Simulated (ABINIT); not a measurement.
# Beyond one shot: SrTiO3 (Tausonite), part 2 of 3

Wanted: G0W0 and self-consistent gaps of SrTiO3 (Tausonite), with the cost of the cycles.

ABINIT 10.8.3; LDA and many-body steps on it, plane waves. Known limits of the many-body steps: not at the basis limit; no spin-orbit coupling; coarse k mesh.

So far. Step 4 (G0W0): The gap on the mesh goes from 1.81 eV to 3.57 eV, a correction of +1.76 eV. Step 5 (evGW0, cycle 1): Against G0W0 in ABINIT (4×4×4 mesh, 200 bands, screening to 179.6 eV, Godby-Needs plasmon pole), the gap moves by +0.500 eV. This first cycle still uses the starting levels; it takes the full correction, at all points of the mesh, and its linearised value is 3.571 eV.

### 6. evGW0, cycle 2

Level of this step: evGW0 on LDA, plane waves, norm-conserving pseudopotentials (ABINIT).

The corrected levels of the last cycle go back in.

run.abi reads:

```
acell 3*1.0 Angstrom
rprim 
  3.905280000000 0.000000000000 0.000000000000
  0.000000000000 3.905280000000 0.000000000000
  0.000000000000 0.000000000000 3.905280000000
ntypat 3
znucl 38 22 8
natom 5
typat 1 2 3 3 3
xred 
  0.500000000000 0.500000000000 0.500000000000
  0.000000000000 0.000000000000 0.000000000000
  0.500000000000 0.000000000000 0.000000000000
  0.000000000000 0.500000000000 0.000000000000
  0.000000000000 0.000000000000 0.500000000000
pp_dirpath "pseudos"
pseudos "Sr.upf, Ti.upf, O.upf"
ecut 38
ngkpt 4 4 4
nshiftk 1
shiftk 0 0 0
kptopt 1
chksymbreak 0
istwfk *1
occopt 1
irdwfk 1
optdriver 4
nband 200
gwcalctyp 10
ecutsigx 38
symsigma 1
nkptgw 10
kptgw 
  0.0000000000 0.0000000000 0.0000000000
  0.2500000000 0.0000000000 0.0000000000
  0.5000000000 0.0000000000 0.0000000000
  0.2500000000 0.2500000000 0.0000000000
  0.5000000000 0.2500000000 0.0000000000
  0.5000000000 0.5000000000 0.0000000000
  0.2500000000 0.2500000000 0.2500000000
  0.5000000000 0.2500000000 0.2500000000
  0.5000000000 0.5000000000 0.2500000000
  0.5000000000 0.5000000000 0.5000000000
bdgw 
  12 31
  12 31
  12 31
  12 31
  12 31
  12 31
  12 31
  12 31
  12 31
  12 31
ecuteps 6.6
irdscr 1
ppmodel 1
irdqps 1
indata_prefix "in"
outdata_prefix "out"
tmpdata_prefix "tmp"
```

Launch:

```bash
OMP_NUM_THREADS=1 mpirun -n 4 abinit run.abi > log
```

The log of the run:

```text
.Version 10.8.3 of ABINIT. v10.8.2 released Aug 2026.

 Symmetries : space group Pm -3 m (#221); Bravais cP (primitive cubic)
[... echo of the input left out ...]
== DATASET  1 ==================================================================
-   mpi_nproc: 4, omp_nthreads: 1 (-1 if OMP is not activated)

--- !DatasetInfo
iteration_state: {dtset: 1, }
dimensions: {natom: 5, nkpt: 10, mband: 200, nsppol: 1, nspinor: 1, nspden: 1, mpw: 4632, }
cutoff_energies: {ecut:  38.0, pawecutdg:  -1.0, }
[...]
.  kptgw no:  3; Maximum DeltaE = (   0.041   0.001) for band index: 12
[...]
.  kptgw no:  9; Maximum DeltaE = (   0.048   0.000) for band index: 18
.  kptgw no: 10; Maximum DeltaE = (   0.093   0.001) for band index: 16

== END DATASET(S) ==============================================================
================================================================================

 -outvars: echo values of variables after computation  --------
           etotal      0.0000000000E+00
            nband         200
             nkpt          10
          spgroup         221
 [... the other variables as echoed above ...]

 Calculation completed.
```

The job ended after 21 min (4 MPI ranks of Arm Neoverse V1, shared host; peak memory 2.4 GiB).

This step gave:

| Property | Result |
| --- | --- |
| quasiparticle gap on the mesh | 3.924 eV |
| gap of the density functional on the mesh | 1.808 eV |
| k of the valence top | 0.5, 0.5, 0.5 |
| k of the conduction bottom | 0, 0, 0 |
| least direct quasiparticle gap on the computed points | 4.296 eV |

Against the cycle before, the gap moves by −0.147 eV.

### 7. evGW0, cycle 3

run.abi is that of step 6.

The log of the run:

```text
.Version 10.8.3 of ABINIT. v10.8.2 released Aug 2026.

 Symmetries : space group Pm -3 m (#221); Bravais cP (primitive cubic)
[... echo of the input left out ...]
== DATASET  1 ==================================================================
-   mpi_nproc: 4, omp_nthreads: 1 (-1 if OMP is not activated)

--- !DatasetInfo
iteration_state: {dtset: 1, }
dimensions: {natom: 5, nkpt: 10, mband: 200, nsppol: 1, nspinor: 1, nspden: 1, mpw: 4632, }
cutoff_energies: {ecut:  38.0, pawecutdg:  -1.0, }
[...]
.  kptgw no:  3; Maximum DeltaE = (  -0.007   0.000) for band index: 18
[...]
.  kptgw no:  9; Maximum DeltaE = (  -0.003   0.000) for band index: 18
.  kptgw no: 10; Maximum DeltaE = (   0.006   0.021) for band index: 10

== END DATASET(S) ==============================================================
================================================================================

 -outvars: echo values of variables after computation  --------
           etotal      0.0000000000E+00
            nband         200
             nkpt          10
          spgroup         221
 [... the other variables as echoed above ...]

 Calculation completed.
```

Run time: 21 min. Hardware: 4 MPI ranks; peak memory 2.4 GiB; 83 min of CPU time.

This step gave:

* quasiparticle gap on the mesh: 3.926 eV
* gap of the density functional on the mesh: 1.808 eV
* k of the valence top: 0.5, 0.5, 0.5
* k of the conduction bottom: 0, 0, 0
* least direct quasiparticle gap on the computed points: 4.3 eV

Against the cycle before, the gap moves by +0.002 eV.

### 8. Screening, 4×4×4 mesh, 200 bands, screening to 179.6 eV

This step: RPA screening on LDA, plane waves, norm-conserving pseudopotentials.

run.abi reads:

```
acell 3*1.0 Angstrom
rprim 
  3.905280000000 0.000000000000 0.000000000000
  0.000000000000 3.905280000000 0.000000000000
  0.000000000000 0.000000000000 3.905280000000
ntypat 3
znucl 38 22 8
natom 5
typat 1 2 3 3 3
xred 
  0.500000000000 0.500000000000 0.500000000000
  0.000000000000 0.000000000000 0.000000000000
  0.500000000000 0.000000000000 0.000000000000
  0.000000000000 0.500000000000 0.000000000000
  0.000000000000 0.000000000000 0.500000000000
pp_dirpath "pseudos"
pseudos "Sr.upf, Ti.upf, O.upf"
ecut 38
ngkpt 4 4 4
nshiftk 1
shiftk 0 0 0
kptopt 1
chksymbreak 0
istwfk *1
occopt 1
irdwfk 1
optdriver 3
nband 200
ecuteps 6.6
inclvkb 2
awtr 1
symchi 1
gwcalctyp 10
mbpt_sciss 2.236 eV
nqptdm 1
qptdm 
  0 0 0
indata_prefix "in"
outdata_prefix "out"
tmpdata_prefix "tmp"
```

The log of the run:

```text
.Version 10.8.3 of ABINIT. v10.8.2 released Aug 2026.

 Symmetries : space group Pm -3 m (#221); Bravais cP (primitive cubic)
[... echo of the input left out ...]
== DATASET  1 ==================================================================
-   mpi_nproc: 4, omp_nthreads: 1 (-1 if OMP is not activated)

--- !DatasetInfo
iteration_state: {dtset: 1, }
dimensions: {natom: 5, nkpt: 10, mband: 200, nsppol: 1, nspinor: 1, nspden: 1, mpw: 4632, }
cutoff_energies: {ecut:  38.0, pawecutdg:  -1.0, }
electrons: {nelect:   4.00000000E+01, charge:   0.00000000E+00, occopt:   1.00000000E+00, tsmear:   1.00000000E-02, }

 SCREENING: Calculation of the susceptibility and dielectric matrices

 Based on a program developped by R.W. Godby, V. Olevano, G. Onida, and L. Reining.
 Incorporated in ABINIT by V. Olevano, G.-M. Rignanese, and M. Torrent.
.Using double precision arithmetic ; gwpc =  8

[... cell and pseudopotentials left out ...]
--------------------------------------------------------------------------------

 ==== K-mesh for the wavefunctions ====
 Number of points in the irreducible wedge :    10
[... list of points left out ...]
 Together with 48 symmetry operations and time-reversal symmetry
 yields    64 points in the full Brillouin Zone.

 ==== Q-mesh for the screening function ====
 Number of points in the irreducible wedge :    10
[... list of points left out ...]
 Together with 48 symmetry operations and time-reversal symmetry
 yields    64 points in the full Brillouin Zone.

 setmesh: FFT mesh size selected  =    30x   30x   30
          total number of points  =        27000

 vcoul_init : cutoff-mode = AUXILIARY_FUNCTION
 q-points for optical limit:   1
     1)      0.000010    0.000020    0.000030

 Dielectric matrix will be calculated only for some
 selected q points provided by the user through the input variables
 nqptdm and qptdm

- screening: taking advantage of time-reversal symmetry
- Maximum band index for partially occupied states nbvw = 20
- Remaining bands to be divided among processors   nbcw = 180
- Number of bands treated by each node ~45

 rdqps: reading QP wavefunctions of the previous step
        looking for file in_QPS
 file not found, 1st iteration initialized with KS eigenelements

 screening : performing a first self-consistency
 update of the energies in W by a scissor operator
 applying a scissor operator of [eV] :   2.236

 Number of electrons calculated from density =   40.0000; Expected =   40.0000
 average of density, n =  0.099519
 r_s =    1.3387
 omega_plasma =   30.4305 [eV]

 calculating chi0 at frequencies [eV] :
  1    0.000000E+00    0.000000E+00
  2    0.000000E+00    3.043050E+01

--------------------------------------------------------------------------------
  q-point number  1        q = ( 0.000000, 0.000000, 0.000000) [r.l.u.]
--------------------------------------------------------------------------------
[... chi0 elements left out ...]
 For q-point:  0.000010 0.000020 0.000030
  dielectric constant =   5.0246
  dielectric constant without local fields =   5.2904

  Average fulfillment of the sum rule on Im[epsilon] for q-point    1 :     79.75  [%]
[... wings left out ...]
== END DATASET(S) ==============================================================
================================================================================

 -outvars: echo values of variables after computation  --------
           etotal      0.0000000000E+00
            nband         200
             nkpt          10
          spgroup         221
 [... the other variables as echoed above ...]

 Calculation completed.
```

Run time: 36 s. Hardware: 4 MPI ranks; peak memory 1.7 GiB; 2.4 min of CPU time.

Numbers from this step:

```
ε∞ with local fields, on this mesh, along the program's q direction : 5.025
the same without local fields                                       : 5.290
plasma frequency                                                    : 30.43 eV
plane waves in the screening matrix                                 : 341
```

This screening uses the functional's bands under a rigid shift, the mean opening of the cycle before.

### 9. Screening, 4×4×4 mesh, 200 bands, screening to 179.6 eV

This step: RPA screening on LDA from quasiparticle energies, plane waves, norm-conserving pseudopotentials.

run.abi, as its differences from that of step 8:

```diff
@@ -32,7 +32,15 @@
 symchi 1
+irdqps 1
 gwcalctyp 10
-mbpt_sciss 2.236 eV
-nqptdm 1
+nqptdm 9
 qptdm 
-  0 0 0
+  0.2500000000 0.0000000000 0.0000000000
+  0.5000000000 0.0000000000 0.0000000000
+  0.2500000000 0.2500000000 0.0000000000
+  0.5000000000 0.2500000000 0.0000000000
+  0.5000000000 0.5000000000 0.0000000000
+  0.2500000000 0.2500000000 0.2500000000
+  0.5000000000 0.2500000000 0.2500000000
+  0.5000000000 0.5000000000 0.2500000000
+  0.5000000000 0.5000000000 0.5000000000
 indata_prefix "in"
```

mrgscr.stdin reads:

```
2
merged
q0_SCR
out_SCR
1
```

Launch:

```bash
OMP_NUM_THREADS=1 mpirun -n 4 abinit run.abi > log; mrgscr < mrgscr.stdin
```

The log of the run:

```text
.Version 10.8.3 of ABINIT. v10.8.2 released Aug 2026.

 Symmetries : space group Pm -3 m (#221); Bravais cP (primitive cubic)
[... echo of the input left out ...]
== DATASET  1 ==================================================================
-   mpi_nproc: 4, omp_nthreads: 1 (-1 if OMP is not activated)

--- !DatasetInfo
iteration_state: {dtset: 1, }
dimensions: {natom: 5, nkpt: 10, mband: 200, nsppol: 1, nspinor: 1, nspden: 1, mpw: 4632, }
cutoff_energies: {ecut:  38.0, pawecutdg:  -1.0, }
[...]
q-point number  1        q = ( 0.250000, 0.000000, 0.000000) [r.l.u.]
--------------------------------------------------------------------------------
[... chi0 elements left out ...]
  Average fulfillment of the sum rule on Im[epsilon] for q-point    2 :     88.13  [%]

--------------------------------------------------------------------------------
  q-point number  2        q = ( 0.500000, 0.000000, 0.000000) [r.l.u.]
--------------------------------------------------------------------------------
[... chi0 elements left out ...]
  Average fulfillment of the sum rule on Im[epsilon] for q-point    3 :     83.16  [%]

 [... 7 further q-points ...]
```

Wall time 2.5 min (4 MPI ranks); peak memory 1.6 GiB; 10 min of CPU time.

Numbers from this step:

- plasma frequency: 30.43 eV
- plane waves in the screening matrix: 341

This screening reads the quasiparticle levels of the cycle before.

### 10. evGW, cycle 1

This step: evGW on LDA, plane waves, norm-conserving pseudopotentials.

run.abi, as its differences from that of step 9:

```diff
@@ -26,12 +26,10 @@
 irdwfk 1
-optdriver 3
+optdriver 4
 nband 200
-ecuteps 6.6
-inclvkb 2
-awtr 1
-symchi 1
-irdqps 1
 gwcalctyp 10
-nqptdm 9
-qptdm 
+ecutsigx 38
+symsigma 1
+nkptgw 10
+kptgw 
+  0.0000000000 0.0000000000 0.0000000000
   0.2500000000 0.0000000000 0.0000000000
@@ -45,2 +43,17 @@
   0.5000000000 0.5000000000 0.5000000000
+bdgw 
+  12 31
+  12 31
+  12 31
+  12 31
+  12 31
+  12 31
+  12 31
+  12 31
+  12 31
+  12 31
+ecuteps 6.6
+irdscr 1
+ppmodel 1
+irdqps 1
 indata_prefix "in"
```

Launch:

```bash
OMP_NUM_THREADS=1 mpirun -n 4 abinit run.abi > log
```

The log of the run:

```text
.Version 10.8.3 of ABINIT. v10.8.2 released Aug 2026.

 Symmetries : space group Pm -3 m (#221); Bravais cP (primitive cubic)
[... echo of the input left out ...]
== DATASET  1 ==================================================================
-   mpi_nproc: 4, omp_nthreads: 1 (-1 if OMP is not activated)

--- !DatasetInfo
iteration_state: {dtset: 1, }
dimensions: {natom: 5, nkpt: 10, mband: 200, nsppol: 1, nspinor: 1, nspden: 1, mpw: 4632, }
cutoff_energies: {ecut:  38.0, pawecutdg:  -1.0, }
[...]
.  kptgw no:  3; Maximum DeltaE = (   0.223   0.000) for band index:  2
[...]
.  kptgw no:  9; Maximum DeltaE = (  -0.260   0.000) for band index: 18
.  kptgw no: 10; Maximum DeltaE = (  -0.286   0.002) for band index: 16

== END DATASET(S) ==============================================================
================================================================================

 -outvars: echo values of variables after computation  --------
           etotal      0.0000000000E+00
            nband         200
             nkpt          10
          spgroup         221
 [... the other variables as echoed above ...]

 Calculation completed.
```

It took 21 min on 4 MPI ranks; peak memory 2.4 GiB.

Numbers from this step:

```yaml
quasiparticle_gap_on_the_mesh: 4.532 eV
gap_of_the_density_functional_on_the_mesh: 1.808 eV
k_of_the_valence_top: 0.5, 0.5, 0.5
k_of_the_conduction_bottom: 0, 0, 0
least_direct_quasiparticle_gap_on_the_computed_points: 4.885 eV
```

Against G0W0 in ABINIT (4×4×4 mesh, 200 bands, screening to 179.6 eV, Godby-Needs plasmon pole), the gap moves by +0.961 eV.

### 11. Screening, 4×4×4 mesh, 200 bands, screening to 179.6 eV

This step: RPA screening on LDA, plane waves, norm-conserving pseudopotentials.

run.abi reads:

```
acell 3*1.0 Angstrom
rprim 
  3.905280000000 0.000000000000 0.000000000000
  0.000000000000 3.905280000000 0.000000000000
  0.000000000000 0.000000000000 3.905280000000
ntypat 3
znucl 38 22 8
natom 5
typat 1 2 3 3 3
xred 
  0.500000000000 0.500000000000 0.500000000000
  0.000000000000 0.000000000000 0.000000000000
  0.500000000000 0.000000000000 0.000000000000
  0.000000000000 0.500000000000 0.000000000000
  0.000000000000 0.000000000000 0.500000000000
pp_dirpath "pseudos"
pseudos "Sr.upf, Ti.upf, O.upf"
ecut 38
ngkpt 4 4 4
nshiftk 1
shiftk 0 0 0
kptopt 1
chksymbreak 0
istwfk *1
occopt 1
irdwfk 1
optdriver 3
nband 200
ecuteps 6.6
inclvkb 2
awtr 1
symchi 1
gwcalctyp 10
mbpt_sciss 2.875 eV
nqptdm 1
qptdm 
  0 0 0
indata_prefix "in"
outdata_prefix "out"
tmpdata_prefix "tmp"
```

The log of the run:

```text
.Version 10.8.3 of ABINIT. v10.8.2 released Aug 2026.

 Symmetries : space group Pm -3 m (#221); Bravais cP (primitive cubic)
[... echo of the input left out ...]
== DATASET  1 ==================================================================
-   mpi_nproc: 4, omp_nthreads: 1 (-1 if OMP is not activated)

--- !DatasetInfo
iteration_state: {dtset: 1, }
dimensions: {natom: 5, nkpt: 10, mband: 200, nsppol: 1, nspinor: 1, nspden: 1, mpw: 4632, }
cutoff_energies: {ecut:  38.0, pawecutdg:  -1.0, }
[...]
[... chi0 elements left out ...]
 For q-point:  0.000010 0.000020 0.000030
  dielectric constant =   4.7420
  dielectric constant without local fields =   4.9881

  Average fulfillment of the sum rule on Im[epsilon] for q-point    1 :     80.97  [%]
[... wings left out ...]
== END DATASET(S) ==============================================================
================================================================================

 -outvars: echo values of variables after computation  --------
           etotal      0.0000000000E+00
            nband         200
             nkpt          10
          spgroup         221
 [... the other variables as echoed above ...]

 Calculation completed.
```

It took 36 s on 4 MPI ranks; peak memory 1.7 GiB.

Numbers from this step:

| Property | Result |
| --- | --- |
| ε∞ with local fields, on this mesh, along the program's q direction | 4.742 |
| the same without local fields | 4.988 |
| plasma frequency | 30.43 eV |
| plane waves in the screening matrix | 341 |

This screening uses the functional's bands under a rigid shift, the mean opening of the cycle before.

### 12. Screening, 4×4×4 mesh, 200 bands, screening to 179.6 eV

This step: RPA screening on LDA from quasiparticle energies, plane waves, norm-conserving pseudopotentials.

run.abi, as its differences from that of step 11:

```diff
@@ -32,7 +32,15 @@
 symchi 1
+irdqps 1
 gwcalctyp 10
-mbpt_sciss 2.875 eV
-nqptdm 1
+nqptdm 9
 qptdm 
-  0 0 0
+  0.2500000000 0.0000000000 0.0000000000
+  0.5000000000 0.0000000000 0.0000000000
+  0.2500000000 0.2500000000 0.0000000000
+  0.5000000000 0.2500000000 0.0000000000
+  0.5000000000 0.5000000000 0.0000000000
+  0.2500000000 0.2500000000 0.2500000000
+  0.5000000000 0.2500000000 0.2500000000
+  0.5000000000 0.5000000000 0.2500000000
+  0.5000000000 0.5000000000 0.5000000000
 indata_prefix "in"
```

mrgscr.stdin is that of step 9.

Launch:

```bash
OMP_NUM_THREADS=1 mpirun -n 4 abinit run.abi > log; mrgscr < mrgscr.stdin
```

The log of the run:

```text
.Version 10.8.3 of ABINIT. v10.8.2 released Aug 2026.

 Symmetries : space group Pm -3 m (#221); Bravais cP (primitive cubic)
[... echo of the input left out ...]
== DATASET  1 ==================================================================
-   mpi_nproc: 4, omp_nthreads: 1 (-1 if OMP is not activated)

--- !DatasetInfo
iteration_state: {dtset: 1, }
dimensions: {natom: 5, nkpt: 10, mband: 200, nsppol: 1, nspinor: 1, nspden: 1, mpw: 4632, }
cutoff_energies: {ecut:  38.0, pawecutdg:  -1.0, }
[...]
q-point number  1        q = ( 0.250000, 0.000000, 0.000000) [r.l.u.]
--------------------------------------------------------------------------------
[... chi0 elements left out ...]
  Average fulfillment of the sum rule on Im[epsilon] for q-point    2 :     89.61  [%]

--------------------------------------------------------------------------------
  q-point number  2        q = ( 0.500000, 0.000000, 0.000000) [r.l.u.]
--------------------------------------------------------------------------------
[... chi0 elements left out ...]
  Average fulfillment of the sum rule on Im[epsilon] for q-point    3 :     84.13  [%]

 [... 7 further q-points ...]
```

The job ended after 2.5 min (4 MPI ranks; peak memory 1.6 GiB; 10 min of CPU time).

This step gave:

```yaml
plasma_frequency: 30.43 eV
plane_waves_in_the_screening_matrix: 341
```

This screening reads the quasiparticle levels of the cycle before.

### 13. evGW, cycle 2

This step: evGW on LDA, plane waves, norm-conserving pseudopotentials.

run.abi, as its differences from that of step 12:

```diff
@@ -26,12 +26,10 @@
 irdwfk 1
-optdriver 3
+optdriver 4
 nband 200
-ecuteps 6.6
-inclvkb 2
-awtr 1
-symchi 1
-irdqps 1
 gwcalctyp 10
-nqptdm 9
-qptdm 
+ecutsigx 38
+symsigma 1
+nkptgw 10
+kptgw 
+  0.0000000000 0.0000000000 0.0000000000
   0.2500000000 0.0000000000 0.0000000000
@@ -45,2 +43,17 @@
   0.5000000000 0.5000000000 0.5000000000
+bdgw 
+  12 31
+  12 31
+  12 31
+  12 31
+  12 31
+  12 31
+  12 31
+  12 31
+  12 31
+  12 31
+ecuteps 6.6
+irdscr 1
+ppmodel 1
+irdqps 1
 indata_prefix "in"
```

Launch:

```bash
OMP_NUM_THREADS=1 mpirun -n 4 abinit run.abi > log
```

The log of the run:

```text
.Version 10.8.3 of ABINIT. v10.8.2 released Aug 2026.

 Symmetries : space group Pm -3 m (#221); Bravais cP (primitive cubic)
[... echo of the input left out ...]
== DATASET  1 ==================================================================
-   mpi_nproc: 4, omp_nthreads: 1 (-1 if OMP is not activated)

--- !DatasetInfo
iteration_state: {dtset: 1, }
dimensions: {natom: 5, nkpt: 10, mband: 200, nsppol: 1, nspinor: 1, nspden: 1, mpw: 4632, }
cutoff_energies: {ecut:  38.0, pawecutdg:  -1.0, }
[...]
.  kptgw no:  3; Maximum DeltaE = (   0.043  -0.000) for band index:  7
[...]
.  kptgw no:  9; Maximum DeltaE = (   0.042  -0.009) for band index:  2
.  kptgw no: 10; Maximum DeltaE = (   0.038  -0.001) for band index:  3

== END DATASET(S) ==============================================================
================================================================================

 -outvars: echo values of variables after computation  --------
           etotal      0.0000000000E+00
            nband         200
             nkpt          10
          spgroup         221
 [... the other variables as echoed above ...]

 Calculation completed.
```

Wall time 21 min (4 MPI ranks); peak memory 2.4 GiB; 83 min of CPU time.

This step gave:

```
quasiparticle gap on the mesh                         : 4.633 eV
gap of the density functional on the mesh             : 1.808 eV
k of the valence top                                  : 0.5, 0.5, 0.5
k of the conduction bottom                            : 0, 0, 0
least direct quasiparticle gap on the computed points : 4.986 eV
```

Against the cycle before, the gap moves by +0.101 eV.

(Part 2 of 3 ends here.)

[Paths, hosts, dates, memory and timing lines, banners, echoed tables and standing remarks are left out of the program output.]

[Logs are printed without paths, hosts, clocks, repeated set-up lines and the standing remarks that a program may print on its own settings, such as how far it seeks lower states.]

[Runs of the session that timed out or met a known fault of the program may be left out.]

[Hosts, paths, dates, database ids (printed as entryN), source tags and the programs' standing remarks are cut or masked in the printed files.]

[G0W0 gaps are taken among the corrected bands and points alone; a level outside them can change the order at an edge.]

[Where Ansatz stands beside ABINIT at settings called matched, ABINIT's density can come from a denser mesh and the files from another edition; pairs whose starting gaps differed by over 0.03 eV were left out, so agreement reads better than it is.]
